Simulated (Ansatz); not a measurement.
# How Co(0001) screens a field, part 2 of 2

Aim: image plane and induced charge of Co(0001).

Ansatz 0.2.0; plane-wave DFT, LDA, Ansatz PAW.

So far. Step 6 (Atoms held, field -0.1 V/Å): The dipole is -0.0408 e·Å.

## 7. Single point, field 0.2 V/Å

input.yaml reads:

```yaml
crystal:
  lattice:
    - [2.51, 0.0, 0.0]
    - [1.255, 2.1737237635, 0.0]
    - [0.0, 0.0, 28.17805]
  atoms:
    - { symbol: Co, position: [0.6666666667, 0.6666666667, 0.3193975453], spin: 1.7 }
    - { symbol: Co, position: [0.0, 0.0, 0.3916385272], spin: 1.7 }
    - { symbol: Co, position: [0.6666666667, 0.6666666667, 0.4638795091], spin: 1.7 }
    - { symbol: Co, position: [0.0, 0.0, 0.5361204909], spin: 1.7 }
    - { symbol: Co, position: [0.6666666667, 0.6666666667, 0.6083614728], spin: 1.7 }
    - { symbol: Co, position: [0.0, 0.0, 0.6806024547], spin: 1.7 }
magnetization:
  spin_polarized: true
kpoints:
  mp_grid: { grid: [24, 24, 1] }
hamiltonian:
  xc: lda
scf:
  occupations: { method: fermi_dirac, width: 0.1 }
  convergence: { dr2_threshold: 1.0e-10 }
efield:
  axis: 3
  dipole_correction: true
  ramp_position: 0.97
  ramp_width: 0.06
  amplitude: 0.2
output:
  forces: true
  write_potential: true
  write_density: true
  volumetric_format: npy
```

On the command line:

```sh
$ ansatz run input.yaml --threads 4 --pin off --max-ram 6144MiB --backend cpu --events-out ev --progress --plain --runs-dir out
```

Numbers of over 12 decimals in the logs are rounded to 6 here.

The program printed:

```text
[...]
Crystal: 6 atoms, lattice volume = 153.741 Å³
Basis set: ecut = 420 eV, 3017 PW (Γ)
Bands: 68, of which v1, the nominal top of the filled ones, is band 51 counted from 1 (50 counted from 0)
Symmetry: 6 space group operations
k-points: 61 of 576 (time reversal used)
[...]
Starting moments: Σ|m| = 10.2 μB on 6 of 6 sites
[...]
k-point 1 ↑: bands = [... 47 lower, 3.0009, 3.0059, 3.2461, 3.2531, 3.5119, 3.5420, 3.6848, 3.7442, ... 13 higher]
  k-point 2 ↑: bands = [... 47 lower, 2.9449, 2.9729, 3.1729, 3.2246, 3.3429, 3.4780, 3.5269, 3.7457, ... 13 higher]
  k-point 60 ↓: bands = [... 47 lower, 5.4462, 5.4502, 5.5773, 5.6539, 5.6541, 5.7377, 5.7378, 10.2257, ... 13 higher]
[key lines of the parts left out:]
SCF converged after 20 iterations
Magnetization: 9.8651 μB (55.9326 up, 46.0674 down)
Free energy (F): -30374.279117 eV
Fermi energy:    4.739676 eV
Dipole field:    D = 0.096064 V/Å  (p = 0.081619 e·Å, saw-weighted, corrected)
```

Run time: 1.7 min. Hardware: 4 threads of Arm Neoverse V1, shared host; peak memory 1.1 GiB.

The dipole is 0.0816 e·Å.

## 8. Atoms held, field -0.2 V/Å

Changes to input.yaml since step 7:

```diff
@@ -26,3 +26,3 @@
   ramp_width: 0.06
-  amplitude: 0.2
+  amplitude: -0.2
 output:
```

The program printed:

```text
[...]
Crystal: 6 atoms, lattice volume = 153.741 Å³
Basis set: ecut = 420 eV, 3017 PW (Γ)
Bands: 68, of which v1, the nominal top of the filled ones, is band 51 counted from 1 (50 counted from 0)
Symmetry: 6 space group operations
k-points: 61 of 576 (time reversal used)
[...]
Starting moments: Σ|m| = 10.2 μB on 6 of 6 sites
[...]
k-point 1 ↑: bands = [... 47 lower, 3.0009, 3.0059, 3.2461, 3.2531, 3.5119, 3.5420, 3.6848, 3.7442, ... 13 higher]
  k-point 2 ↑: bands = [... 47 lower, 2.9449, 2.9729, 3.1729, 3.2246, 3.3429, 3.4780, 3.5269, 3.7457, ... 13 higher]
  k-point 60 ↓: bands = [... 47 lower, 5.4462, 5.4502, 5.5773, 5.6539, 5.6541, 5.7377, 5.7378, 10.2257, ... 13 higher]
[key lines of the parts left out:]
SCF converged after 20 iterations
Magnetization: 9.8651 μB (55.9326 up, 46.0674 down)
Free energy (F): -30374.279117 eV
Fermi energy:    4.739676 eV
Dipole field:    D = -0.096067 V/Å  (p = -0.081621 e·Å, saw-weighted, corrected)
```

Elapsed: 1.7 min, on 4 threads; peak memory 1.1 GiB.

The dipole is -0.0816 e·Å.

## 9. Atoms held, field 0.4 V/Å

Changes to input.yaml since step 8:

```diff
@@ -26,3 +26,3 @@
   ramp_width: 0.06
-  amplitude: -0.2
+  amplitude: 0.4
 output:
@@ -32 +32,2 @@
   volumetric_format: npy
+  elf: true
```

The program printed:

```text
[...]
Crystal: 6 atoms, lattice volume = 153.741 Å³
Basis set: ecut = 420 eV, 3017 PW (Γ)
Bands: 68, of which v1, the nominal top of the filled ones, is band 51 counted from 1 (50 counted from 0)
Symmetry: 6 space group operations
k-points: 61 of 576 (time reversal used)
[...]
Starting moments: Σ|m| = 10.2 μB on 6 of 6 sites
[...]
k-point 1 ↑: bands = [... 47 lower, 2.9952, 3.0001, 3.2403, 3.2473, 3.5059, 3.5362, 3.6782, 3.7386, ... 13 higher]
  k-point 2 ↑: bands = [... 47 lower, 2.9391, 2.9672, 3.1669, 3.2188, 3.3365, 3.4725, 3.5211, 3.7399, ... 13 higher]
  k-point 60 ↓: bands = [... 47 lower, 5.4386, 5.4465, 5.5716, 5.6481, 5.6485, 5.7320, 5.7322, 10.2200, ... 13 higher]
[key lines of the parts left out:]
SCF converged after 20 iterations
Magnetization: 9.8655 μB (55.9327 up, 46.0673 down)
Free energy (F): -30374.303608 eV
Fermi energy:    4.734016 eV
Dipole field:    D = 0.192212 V/Å  (p = 0.163308 e·Å, saw-weighted, corrected)
```

Run time: 1.7 min. Hardware: 4 threads; peak memory 1.1 GiB; 6.6 min of CPU time.

Running mean over 2.03561 Å of the planar mean, with the applied field; the ramp of the sawtooth is left out. Electron's electrostatic potential energy less the Fermi level against z:

| z (Å) | electron's electrostatic potential energy less the Fermi level (eV) |
| --- | --- |
| 4 | 4.02 |
| 5 | 4.42 |
| 6 | 4.75 |
| 7 | 4.36 |
| 8 | -3.16 |
| 9 | -9.99 |
| 10 | -10.2 |
| 11 | -10.2 |
| 12 | -10.2 |
| 13 | -10.2 |
| 14 | -10.2 |
| 15 | -10.2 |
| 16 | -10.2 |
| 17 | -10.2 |
| 18 | -10.2 |
| 19 | -10.1 |
| 20 | -5.23 |
| 21 | 4.28 |
| 22 | 5.73 |
| 23 | 6.20 |
| 24 | 6.61 |
| 25 | 7.01 |

The dipole is 0.163 e·Å.

## 10. The response

This step: plane-wave DFT, LDA, Ansatz PAW; screening of a field by a metal slab (Ansatz 0.2.0).

The dipoles give the slope, and the difference of two potentials shows where the field is screened.

Numbers from this step:

* equivalent conductor thickness p/(ε₀AE): 13.53 Å
* distance between the outer atoms: 10.18 Å
* inner field over outer field: -9.95e-4
* image plane, upper face: 1.679 Å
* induced electrons on the upper face over ε₀E: -0.9993
* image plane, lower face: 1.679 Å
* induced electrons on the lower face over ε₀E: 0.9991

Dipole of the cell against applied field:

| applied field (V/Å) | dipole of the cell (e·Å) |
| --- | --- |
| -0.200 | -0.0816 |
| -0.100 | -0.0408 |
| -0.050 | -0.0204 |
| 0.000 | -3.8e-7 |
| 0.050 | 0.0204 |
| 0.100 | 0.0408 |
| 0.200 | 0.0816 |
| 0.400 | 0.163 |

The total moment stays at 9.87 μB for applied field from -0.2 to 0.4 V/Å.

Local field over the applied field, running mean. From the potentials at -0.05 and 0.05 V/Å; running mean over 2.03561 Å. The local field over applied field by z:

z (Å), local field over applied field and a bar from the least value:
```
        5      0.989 ##############################
        6      0.929 ############################
        7      0.678 ####################
        8      0.236 #######
        9     -0.004 
       10      0.000 
       11      0.000 
       12     -0.001 
       13     -0.002 
       14     -0.001 
       15     -0.002 
       16     -0.001 
       17     -0.001 
       18      0.001 
       19     -0.013 
       20      0.172 #####
       21      0.602 ##################
       22      0.904 ###########################
       23      0.985 ##############################
       24      0.998 ##############################
```

Electrons, planar mean, per unit field. Table of induced electron density by z:

| z (Å) | induced electron density (e/Å³ per V/Å) |
| --- | --- |
| 4.5 | 2.3e-5 |
| 5.0 | 6.5e-5 |
| 5.5 | 1.8e-4 |
| 6.0 | 4.5e-4 |
| 6.5 | 0.00105 |
| 7.0 | 0.00214 |
| 7.5 | 0.00349 |
| 8.0 | 0.00375 |
| 8.5 | 4.1e-4 |
| 9.0 | -1.6e-4 |
| 9.5 | -2.0e-4 |
| 10.0 | 9.4e-5 |
| 10.5 | 7.9e-5 |
| 11.0 | -3.0e-5 |
| 11.5 | -1.8e-5 |
| 12.0 | 3.8e-5 |
| 12.5 | 1.1e-5 |
| 13.0 | -4.6e-5 |
| 13.5 | 1.0e-5 |
| 14.0 | -6.5e-6 |
| 14.5 | 6.6e-6 |
| 15.0 | 2.6e-5 |
| 15.5 | 7.7e-6 |
| 16.0 | -4.2e-5 |
| 16.5 | -1.4e-5 |
| 17.0 | 5.2e-5 |
| 17.5 | 3.1e-6 |
| 18.0 | -1.4e-4 |
| 18.5 | -4.9e-6 |
| 19.0 | 3.6e-4 |
| 19.5 | 8.7e-4 |
| 20.0 | -0.00308 |
| 20.5 | -0.00382 |
| 21.0 | -0.00262 |
| 21.5 | -0.00138 |
| 22.0 | -6.2e-4 |
| 22.5 | -2.5e-4 |
| 23.0 | -9.3e-5 |
| 23.5 | -3.3e-5 |
| 24.0 | -1.2e-5 |

By hand: between -0.05 and 0.05 V/Å the dipole changes by 0.04081 e·Å, a slope of 0.4081 e·Å²/V. A perfect conductor of thickness t has p = ε₀AEt, so t = 180.95 × 0.4081 / 5.456 = 13.53 Å (e/ε₀ = 180.95 V·Å, A in Å²). Less the 10.18 Å between the outer atoms, and halved, that puts each image plane 1.68 Å out.

The induced dipole is that of a conductor 13.53 Å thick.

## 11. A changed input

This step: plane-wave DFT, LDA, Ansatz PAW (Ansatz 0.2.0).

An input spoilt on purpose, to show how the run answers: it repeats the earlier run at 0.05 V/Å with efield.amplitude from 0.05 to 0 and efield.dipole_correction from true to false, and scf.max_iter set to 50.

Changes to input.yaml since step 9:

```diff
@@ -21,8 +21,9 @@
   convergence: { dr2_threshold: 1.0e-10 }
+  max_iter: 50
 efield:
   axis: 3
-  dipole_correction: true
+  dipole_correction: false
   ramp_position: 0.97
   ramp_width: 0.06
-  amplitude: 0.4
+  amplitude: 0
 output:
@@ -32,2 +33 @@
   volumetric_format: npy
-  elf: true
```

The program printed:

```text
Error: invalid value for `efield.amplitude`: is zero with dipole_correction: false — the section would apply nothing; set a non-zero amplitude, enable dipole_correction, or remove the block
```

Run time: 0.02 s. Hardware: 4 threads; peak memory 0.031 GiB.

The program refused the input before any cycle.

The program's message: “Error: invalid value for `efield.amplitude`: is zero with dipole_correction: false — the section would apply nothing; set a non-zero amplitude, enable dipole_correction, or remove the block”

The fault put into the input: a field block that applies nothing.

## 12. The same run with other settings: efield.ramp_width = 0.04

Another changed input: it repeats the earlier run at 0.05 V/Å with efield.ramp_width from 0.06 to 0.04.

Changes to input.yaml since step 11:

```diff
@@ -21,9 +21,8 @@
   convergence: { dr2_threshold: 1.0e-10 }
-  max_iter: 50
 efield:
   axis: 3
-  dipole_correction: false
+  dipole_correction: true
   ramp_position: 0.97
-  ramp_width: 0.06
-  amplitude: 0
+  ramp_width: 0.04
+  amplitude: 0.05
 output:
```

The program printed:

```text
[...]
Crystal: 6 atoms, lattice volume = 153.741 Å³
Basis set: ecut = 420 eV, 3017 PW (Γ)
Bands: 68, of which v1, the nominal top of the filled ones, is band 51 counted from 1 (50 counted from 0)
Symmetry: 6 space group operations
k-points: 61 of 576 (time reversal used)
[...]
Starting moments: Σ|m| = 10.2 μB on 6 of 6 sites
[...]
SCF iter   1: F=—  HF=-30372.404263 eV  |F-HF|=—  |Δ(HF+E_count)|=         —  Δρ=6.87e-2 (↑1.94e-2 ↓6.87e-2)  dr2=1.14e1  dr2_m=1.42e0  M=10.415 μB ∫|m|=10.705 μB  β_m=1.00  ethr=3.10e-3  p=0.020 e·Å  D=2.36e-2 V/Å  ΔV_dip=-0.66 eV  dr2_dipole=1.75e-4  V_vac-E_F(+/−)=8.14/7.49 eV  ⟨swp⟩=10.5  Hψ=41738  notcnv=0  defer=179
[...]
SCF iter  18: F=-30374.271466 eV  HF=-30374.271466 eV  |F-HF|=5.82e-11  |Δ(HF+E_count)|=   2.62e-8  Δρ=1.30e-7 (↑4.25e-8 ↓1.30e-7)  dr2=6.02e-11  dr2_m=2.89e-12  M=9.865 μB ∫|m|=10.560 μB  ethr=1.00e-12  p=0.020 e·Å  D=2.40e-2 V/Å  ΔV_dip=-0.68 eV  dr2_dipole=5.23e-13  V_vac-E_F(+/−)=5.63/4.98 eV  ⟨swp⟩=7.1  Hψ=42335  notcnv=0
SCF 1 converged in 18 iterations: F = -30374.271466 eV  dr2 = 6.02e-11
[...]
SCF converged after 18 iterations
Magnetization: 9.8650 μB (55.9325 up, 46.0675 down)
Absolute magnetization: 10.5623 μB (∫|ρ↑−ρ↓|, with the PAW one-centre terms)
[...]
Per-site moments (μB) at R_I (Å): [(1.754532, 1.030734), (1.684060, 1.030734), (1.640501, 1.030734), (1.640496, 1.030734), (1.684342, 1.030734), (1.754993, 1.030734)]
Free energy (F): -30374.271466 eV
[...]
Internal energy: -30374.055998 eV  (E = F + TS)
E sigma→0 (E₀):  -30374.163732 eV
Entropy (-TS):   -0.215467 eV (-35.911 meV/atom)
Fermi energy:    4.748737 eV
Dipole field:    D = 0.024016 V/Å  (p = 0.020404 e·Å, saw-weighted, corrected)
Work function:   not extracted (applied field tilts the vacuum); planar V_es + V_field profile in the machine report
[...]
--- Forces (eV/Å), atoms counted from 1 ---
  atom   1  Co     0.00000000     0.00000000     1.04233400
  atom   2  Co     0.00000000     0.00000000    -0.34511211
  atom   3  Co    -0.00000000    -0.00000000     0.13538918
  atom   4  Co     0.00000000     0.00000000    -0.13509076
  atom   5  Co     0.00000000    -0.00000000     0.34662563
  atom   6  Co    -0.00000000    -0.00000000    -1.04414967
  max |Σ_I F_I| component: 3.73e-6 eV/Å
--- Band table (eV; the first three rows and the last of 122) ---
  k-point 0 ↑: bands = [... 47 lower, 3.0279, 3.0279, 3.2636, 3.2636, 3.5567, 3.5567, 3.7799, 3.7799, ... 13 higher]
  k-point 1 ↑: bands = [... 47 lower, 3.0100, 3.0149, 3.2552, 3.2622, 3.5211, 3.5511, 3.6941, 3.7532, ... 13 higher]
  k-point 2 ↑: bands = [... 47 lower, 2.9540, 2.9820, 3.1820, 3.2336, 3.3522, 3.4870, 3.5360, 3.7547, ... 13 higher]
  k-point 60 ↓: bands = [... 47 lower, 5.4568, 5.4578, 5.5863, 5.6630, 5.6631, 5.7468, 5.7468, 10.2347, ... 13 higher]
```

Wall time 97 s (4 threads); peak memory 1.1 GiB.

Numbers from this step:

```yaml
energy_at_zero_smearing: -30374.1637 eV
site_moments: 1.755, 1.684, 1.641, 1.640, 1.684, 1.755 μB
dipole_along_the_normal: 0.02040 e·Å
```

Force by atom:

| atom | x (eV/Å) | y (eV/Å) | z (eV/Å) | size |
| --- | --- | --- | --- | --- |
| Co1 | 0.00 | 0.00 | 1.04 | 1.04 |
| Co2 | 0.00 | 0.00 | -0.35 | 0.35 |
| Co3 | 0.00 | 0.00 | 0.14 | 0.14 |
| Co4 | 0.00 | 0.00 | -0.14 | 0.14 |
| Co5 | 0.00 | 0.00 | 0.35 | 0.35 |
| Co6 | 0.00 | 0.00 | -1.04 | 1.04 |

| quantity | this run | earlier run | difference |
| --- | --- | --- | --- |
| dipole along the normal (e·Å) | 0.02040 | 0.02040 | 3.0e-7 |
| total moment (μB) | 9.865 | 9.865 | -1.7e-7 |

Nothing in the table moves by 0.01 in its unit (for the dipole 0.5 % and 5e-5 e·Å).

## 13. Outcome

```
work function                                : 5.33 eV
image plane, upper face                      : 1.68 Å
induced electrons on the upper face over ε₀E : -0.999
equivalent conductor thickness p/(ε₀AE)      : 13.5 Å
inner field over outer field                 : -1.0e-3
```

What this shows: The induced charge has its centre 1.68 Å outside the outermost atoms; this is the plane from which a capacitor's gap or an image potential counts. The equivalent conductor thickness exceeds the distance between the outer atoms by 3.36 Å, about the sum of the two image-plane distances. In the middle of the slab the field is screened to under 0.5 % of its outer value. The atoms are held at bulk positions with the tabulated experimental lattice constant. The magnetic order is the one reached from the typed start; other orders were not compared.

[Logs are printed without paths, hosts, clocks, repeated set-up lines and the standing remarks that a program may print on its own settings, such as how far it seeks lower states.]

[Hosts, paths, dates, database ids (printed as entryN), source tags and the programs' standing remarks are cut or masked in the printed files.]

[Maps of the electrostatic potential energy from Ansatz leave out the sawtooth potential of an applied field or a dipole correction, so their vacuum need not be flat; planar profiles and work functions include it.]
